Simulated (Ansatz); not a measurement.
# LiTaS3 (model cell, started as cubic perovskite with Ta in the octahedra): following an unstable mode, part 3 of 3

Wanted: the energy along a soft mode of LiTaS3 (model cell, started as cubic perovskite with Ta in the octahedra) and the structure at the end.

Ansatz 0.2.0; DFT PBEsol, scalar-relativistic, plane waves, PAW; PAW set soft_1.

So far. Step 5 (Energy along the mode, all amplitudes (two of the runs …): The lowest of the steps tried is the last one, at 0.6 Å, 23.1 meV/atom below the parent; the bottom of the well need not coincide with a step. Step 7 (The new phase in its own primitive cell): The largest force component left is 0.73 meV/Å and the pressure is 0.002 GPa, within the tolerances set. The cell now holds 21.93 Å³/atom. The relaxed cell has a, b, c = 6.646, 6.901, 9.563 Å (conventional setting).

The structure was built from a prototype and need not be the compound's stable phase.

### 8. Modes of the new phase, k-mesh 8×8×4

A relaxed structure may still be a saddle point, so its zone-centre modes are computed. No field response is asked, since the mesh shows no gap.

File input.yaml:

```yaml
crystal:
  lattice:
    - [3.3227732306, -3.4504798686, 0.0]
    - [3.3227732306, 3.4504798686, 0.0]
    - [0.0, 0.0, 9.5626539928]
  atoms:
    - { symbol: Li, position: [0.1585748171, 0.8414251829, 0.75] }
    - { symbol: Li, position: [0.8414251829, 0.1585748171, 0.25] }
    - { symbol: Ta, position: [0.5, 0.5, 0.0] }
    - { symbol: Ta, position: [0.5, 0.5, 0.5] }
    - { symbol: S, position: [0.5068428214, 0.4931571786, 0.75] }
    - { symbol: S, position: [0.4931571786, 0.5068428214, 0.25] }
    - { symbol: S, position: [0.0, 0.5, 0.0] }
    - { symbol: S, position: [0.0, 0.5, 0.5] }
    - { symbol: S, position: [0.5, 0.0, 0.0] }
    - { symbol: S, position: [0.5, 0.0, 0.5] }
kpoints:
  mp_grid: { grid: [8, 8, 4] }
hamiltonian:
  xc: pbesol
  pseudopotentials: { kind: paw, azcp: { folder: soft_1 }, xc_functional: pbe }
scf:
  occupations: { method: methfessel_paxton, width: 0.2 }
output:
  eigenvalues: true
phonons:
  method: dfpt
```

The run is started by

```console
> ansatz run input.yaml --threads 8 --pin off --max-ram 16384MiB --backend cpu --events-out ev --progress --plain --runs-dir out
```

Numbers of over 12 decimals in the logs are rounded to 6 here.

The log of the run:

```text
[...]
Crystal: 10 atoms, lattice volume = 219.275 Å³
Basis set: ecut = 420 eV, 4247 PW (Γ), exchange–correlation on 72×72×128 points (8 copies of the dense FFT grid, shifted against one another)
Bands: 44, of which v1, the nominal top of the filled ones, is band 34 counted from 1 (33 counted from 0)
Symmetry: 8 space group operations
k-points: 132 of 256 (irreducible under 1 space group operation, time reversal used)
[...]
SCF iter   1: F=—  HF=-25339.112367 eV  |F-HF|=—  |Δ(HF+E_count)|=         —  Δρ=3.08e-2  dr2=3.62e0  ethr=3.10e-3  ⟨swp⟩=7.7  Hψ=26369  notcnv=0
[...]
SCF iter  14: F=-25338.247059 eV  HF=-25338.247059 eV  |F-HF|=7.28e-12  |Δ(HF+E_count)|=  2.18e-11  S|Δr|=    0.00e0  Δρ=2.19e-8  dr2=2.19e-12  ethr=1.00e-12  ⟨swp⟩=14.6  Hψ=30547  notcnv=0
SCF 1 converged in 14 iterations: F = -25338.247059 eV  dr2 = 2.19e-12
[...]
DFPT response loops at Γ: preconditioner auto → Kerker (q_TF=auto, 2.245 Å⁻¹) (partly filled bands, converged f_vac=0.090); β = 1.00, the filter's whole step (`scf.mixing.beta` (0.50) is not read by the response loops under this deck's `scf.mixing.preconditioner`; to damp them name `kerker` or `kerker_dos`, under which they read `scf.mixing.beta`, and type it under 1.00, their step now; both keys bind the ground state too); Broyden in place of MSR1
SCF converged after 14 iterations
[...]
Free energy (F): -25338.247059 eV
[...]
Internal energy: -25338.249943 eV  (E = F + TS)
E sigma→0 (E₀):  -25338.247780 eV
Entropy (-TS):   0.002884 eV (0.288 meV/atom)
Fermi energy:    5.826046 eV
[...]
--- Band table (eV; the first three rows and the last of 132) ---
  k-point 0: bands = [... 30 lower, 4.9800, 5.0133, 5.1185, 5.1621, 5.1839, 5.2111, 5.2500, 5.2886, ... 6 higher]
  k-point 1: bands = [... 30 lower, 4.8197, 4.8300, 5.1679, 5.1711, 5.2031, 5.2101, 5.8157, 6.0101, ... 6 higher]
  k-point 2: bands = [... 30 lower, 4.8125, 4.8125, 5.1846, 5.1846, 5.1919, 5.1919, 6.8054, 6.8054, ... 6 higher]
  k-point 131: bands = [... 30 lower, 5.0825, 5.0825, 5.9831, 5.9831, 8.1608, 8.1608, 8.2225, 8.2225, ... 6 higher]
--- Phonons (Γ-DFPT): 12 representative perturbations + reference, on 132 of 256 k-points (Σ response iterations 45) ---
  k mesh reduced under 1 symmetry operation, with k and −k counted as one. Each operation leaves every solved perturbation unchanged. A smaller set is not used because it would not reduce the number of displacements times k-points to solve
  ASR residual: 2.714e-5 → 0.000e0 eV/Å²; symmetrization residual: 3.062e-6 eV/Å²
  ASR residual per site (eV/Å²): 6.42e-6 6.42e-6 2.71e-5 2.71e-5 2.45e-5 2.45e-5 6.35e-6 6.35e-6 6.35e-6 6.35e-6
  Γ frequencies (cm⁻¹): -160.06 -135.31 -128.34 -78.99 -24.63 0.00 0.00 0.00 10.49 30.44 43.13 55.56 72.55 74.03 90.12 90.33 104.78 126.63 128.53 138.53 140.30 199.94 315.61 322.09 328.93 334.14 355.07 362.42 363.02 451.43
  non-analytic LO–TO correction: not included (Born effective charges unavailable; polar crystals: no LO–TO splitting at Γ)
```

Wall time 3.5 min (8 threads of Arm Neoverse V2, shared host); peak memory 3.9 GiB; 26 min of CPU time.

Numbers from this step:

* sum-rule residual before enforcement: 2.71e-5 eV/Å²
* point group: mmm
* highest optical mode at the zone centre (no LO-TO term): 451.4 cm⁻¹
* lowest optical zone-centre mode: -160.1 cm⁻¹

Patterns of degenerate modes are one choice out of their space. The modes at Γ (shares of kinetic energy by element, %) (negative means imaginary):

```csv
mode,frequency (cm⁻¹),symmetry,Li %,Ta %,S %
1,-160.1,B3u,90,0,10
2,-135.3,B1g,98,0,2
3,-128.3,B1u,93,1,7
4,-79.0,B3g,100,0,0
5,-24.6,Au,0,95,5
6,0.0,acoustic,2,64,34
7,0.0,acoustic,2,64,34
8,0.0,acoustic,2,64,34
9,10.5,B1u,0,90,10
10,30.4,B3u,6,34,59
11,43.1,Au,0,2,98
12,55.6,B2u,8,33,59
13,72.5,B3u,0,0,100
14,74.0,B1u,4,29,66
15,90.1,B2u,6,2,92
16,90.3,B1u,0,11,89
17,104.8,Au,0,1,99
18,126.6,B2u,1,50,49
19,128.5,B3u,1,0,98
20,138.5,B1g,2,0,98
21,140.3,Ag,21,0,79
22,199.9,B2u,0,48,51
23,315.6,B2u,77,1,22
24,322.1,Ag,79,0,21
25,328.9,Au,0,2,98
26,334.1,B3u,0,2,98
27,355.1,B1u,0,3,97
28,362.4,B1u,0,3,97
29,363.0,B2u,5,2,93
30,451.4,B3g,0,0,100
```

Displacements in mode 1 (-160.1 cm⁻¹), the largest set to 1:
```
Li1  1.00  0.00  0.00
Li2  1.00  0.00  0.00
Ta3  0.00  0.00  0.00
Ta4  0.00  0.00  0.00
S5  -0.10  0.00  0.00
S6  -0.10  0.00  0.00
S7  -0.07 -0.01  0.05
S8  -0.07 -0.01 -0.05
S9  -0.07  0.01 -0.05
S10 -0.07  0.01  0.05
```

Displacements in mode 29 (363.0 cm⁻¹), the largest set to 1:
```
Li1  0.00 -0.88  0.00
Li2  0.00 -0.88  0.00
Ta3  0.00  0.11 -0.01
Ta4  0.00  0.11  0.01
S5   0.00  0.68  0.00
S6   0.00  0.68  0.00
S7   1.00 -0.56  0.01
S8   1.00 -0.56 -0.01
S9  -1.00 -0.56  0.01
S10 -1.00 -0.56 -0.01
```

Before it was imposed, the acoustic sum rule was missed by 2.7e-5 eV/Å². Small misses are needed for a sound result but don't prove that mesh and cutoff are converged. The lowest optical mode is imaginary, 160.1i cm⁻¹, so the energy falls along it.

### 9. Summary of results

| Item | Value |
| --- | --- |
| unstable mode of the parent | q = (0, 0, -0.5), 170i cm⁻¹ |
| depth at the lowest point sampled | 23.1 meV/atom |
| largest atomic shift at that point | 0.6 Å |
| space group reached (within 0.01 Å) | Cmcm |
| energy gained over the parent (first relaxation, on the mesh of the frozen mode) | 42.2 meV/atom |
| volume per atom, phase reached | 21.9 Å³ |
| lowest optical zone-centre mode, phase reached | -160 cm⁻¹ |
| highest optical mode at the zone centre (no LO-TO term), phase reached | 451 cm⁻¹ |

**Reading.** Along this mode the structure falls into Cmcm, 42.2 meV/atom below the parent. At the parent's cell the well is 23.13 meV/atom deep on the steps tried, with its lowest point at a shift of 0.6 Å. That is the last step tried, so the steps alone don't bracket the bottom of the well. Relaxing atoms and cell changes the gain by +19.08 meV/atom against the lowest step (energies at zero smearing). The new phase still has an imaginary mode at the zone centre of its cell, so it is a saddle point on the way to a lower structure. Of the 6 patterns followed to their end from this parent, this one ends 35.2 meV/atom above the lowest, P4mm. Each path keeps the symmetry of its pattern, so a lower phase may lie along a pattern not tried. With no gap, or one that is small against the smearing, the frequencies hang on the k mesh and the smearing, most of all near Kohn anomalies. Spin-orbit coupling is left out, which can matter for the heavy elements here. The PAW files were made for PBE and serve the other functionals too. A phonon run warned that its eigensolver left some bands unconverged in a pass. The starting cell was built on a prototype and not taken from a measurement, so the phase need not exist.

[Logs are printed without paths, hosts, clocks, repeated set-up lines and the standing remarks that a program may print on its own settings, such as how far it seeks lower states.]

[Hosts, paths, dates, database ids (printed as entryN), source tags and the programs' standing remarks are cut or masked in the printed files.]
